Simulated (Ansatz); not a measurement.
# Which magnetic ion is it?

A crystal has the composition MPO5, where M is a 4d element. A calculation (PBEsol+U, spin-orbit coupling in second variation, Ansatz) gives:

```
S                                : 1/2
g, averaged over the cell's ions : ⊥ 1.9207, ∥ 1.8876
moment in its sphere             : 0.40 μB
```

**Question.** Which ion is it, and why?

The crystal is MoPO5, space group P4/n. The spin sits on Mo, with 5 O at 1.68 to 1.98 Å round it. With the usual charges of the other elements M must be +5. Ions of this row are low-spin as a rule, so S = 1/2 at that charge points to d1: Mo⁵⁺ d¹, or to a low-spin ion further along, which the sign of the g shift speaks against. The shift is negative: in a shell less than half full the orbital moment opposes the spin.

[Logs are printed without paths, hosts, clocks, repeated set-up lines and the standing remarks that a program may print on its own settings, such as how far it seeks lower states.]

[Hosts, paths, dates, database ids (printed as entryN), source tags and the programs' standing remarks are cut or masked in the printed files.]
